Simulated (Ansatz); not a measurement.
# Does disorder add resistance in series? Nb(100) layers displaced at 273 K

Two lengths of the disordered region are known. What area resistance does the third give?

**Method.** Ansatz 0.2.0, plane waves with PAW datasets at their recommended cutoffs (420 eV for most), Fermi-Dirac smearing; ballistic transmission by layer matching. The area resistance is RA = A (h/2e²)(1/T − 1/N), with T the zone-mean transmission per spin and N the lead's channels, both averaged over a few energies near the Fermi level; for magnets each spin is taken apart, with h/e², and the two conduct in parallel. Lateral cell 2x2, PBE, a fresh random draw for each length. Atoms are displaced independently, by 0.0762 Å r.m.s. per direction; each RA is scaled by the nominal over the drawn mean square displacement.

Results; the value marked ? is to be predicted:

```
length (Å)  channels N  RA (fΩ m²)
      6.61       10.78       0.175
      13.2       10.73       0.313
      19.8       10.73           ?
```

**Fit on the rows shown.**

Ohm's law makes RA linear in the length: the slope is (0.313 − 0.175)/(13.2 − 6.61) = 0.0207 fΩ m² per Å, or 21 µΩ cm. Then 0.313 + 0.0207 × 6.61. Predicted: 0.450 fΩ m².

**The withheld run.**

0.483 fΩ m², so the prediction is 6.8 % too low. The three lengths together give 23 µΩ cm. The two increments are 0.14 and 0.17 fΩ m², roughly as Ohm's law has it, though with one draw for each length that is a weak test.

Caveats: The scatterers repeat sideways with the small cell. The slope is a raw one; a model of isotropic scattering puts it 1.03 times the bulk value over these lengths.

[Logs are printed without paths, hosts, clocks, repeated set-up lines and the standing remarks that a program may print on its own settings, such as how far it seeks lower states.]
